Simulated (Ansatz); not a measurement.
# Static equation of state of random fluorite-type alloy of CaF2 and CdF2 (96 atoms)

The cell holds 96 atoms: 24 Cd, 64 F and 8 Ca. Cell: a = 10.980 Å, b = 10.980 Å, c = 10.980 Å, α = 90.0°, β = 90.0°, γ = 90.0°. It derives from CaF2 (fluorite-type) and CdF2, repeated 2×2×2. The starting structure: Fluorite-type CaF2, 2 x 2 x 2 conventional cells, 24 of 32 Ca sites given to Cd at random (x = 0.750), lattice by Vegard's rule (a = 5.408 Å); every coordinate displaced by a Gaussian of 0.09 Å.

Calculated with Ansatz 0.2.0: Kohn-Sham DFT, PBE, PAW (set soft_2), plane waves; cutoff 420 eV, Γ point, fermi-dirac smearing of 0.025 eV. Cell and atoms were relaxed first, to V0 = 13.789 Å³ an atom at a residual P0 = 0.038 GPa. The cell was then scaled evenly, and the atoms were relaxed at each volume.

```
volume (Å³/atom)  pressure (GPa)
          12.410               ?
          12.962           6.456
          13.376           2.977
          14.203          -2.418
          14.617          -4.491
```

**Question.** Fit the third-order Birch–Murnaghan equation to the rows given and extrapolate to the withheld row.

**Working.**

Take the Eulerian strain f = ½[(V0/V)^(2/3) − 1] and the normalised pressure F = (P − P0) / [3f(1 + 2f)^(5/2)]. The third-order Birch–Murnaghan equation is then the line F = B0 + (3/2)B0(B′ − 4) f, so u = f and v = F.

| u = f | v = F (GPa) |
| --- | --- |
| 0.0210568 | 91.6430 |
| 0.0102571 | 90.7860 |
| -0.00975642 | 88.1630 |
| -0.0190505 | 87.3359 |

With n = 4: mean u = 6.2674e-4, mean v = 89.4820, Σ(u − ū)² = 0.0010051, Σ(u − ū)(v − v̄) = 0.11263. Slope b = 0.11263 / 0.0010051 = 112.06; intercept a = v̄ − b ū = 89.412.

So B0 = a = 89.4 GPa and B′ = 4 + 2b/(3a) = 4.84. At the withheld volume f = 0.03638, F = a + b f = 93.49 GPa, and P = P0 + 3f(1 + 2f)^(5/2) F.

Prediction at 12.410: 12.20 GPa. The run gave 12.10 GPa, so the fit is high by 0.10 GPa (0.84 % of the value).

B′ = 4.8 lies in the range of 3 to 6 that is common for dense crystals. Among the rows given, the largest miss of the fit is at 12.962, by 0.0090 GPa (0.054 % of the range of the table).

Limits: Static cells at zero temperature; the cell shape is held. The program notes that the SCF threshold of these relaxations is loose for the stress. Only the Γ point is sampled, in a cell whose shortest periodic width is 11 Å.

[Logs are printed without paths, hosts, clocks, repeated set-up lines and the standing remarks that a program may print on its own settings, such as how far it seeks lower states.]

[Hosts, paths, dates, database ids (printed as entryN), source tags and the programs' standing remarks are cut or masked in the printed files.]
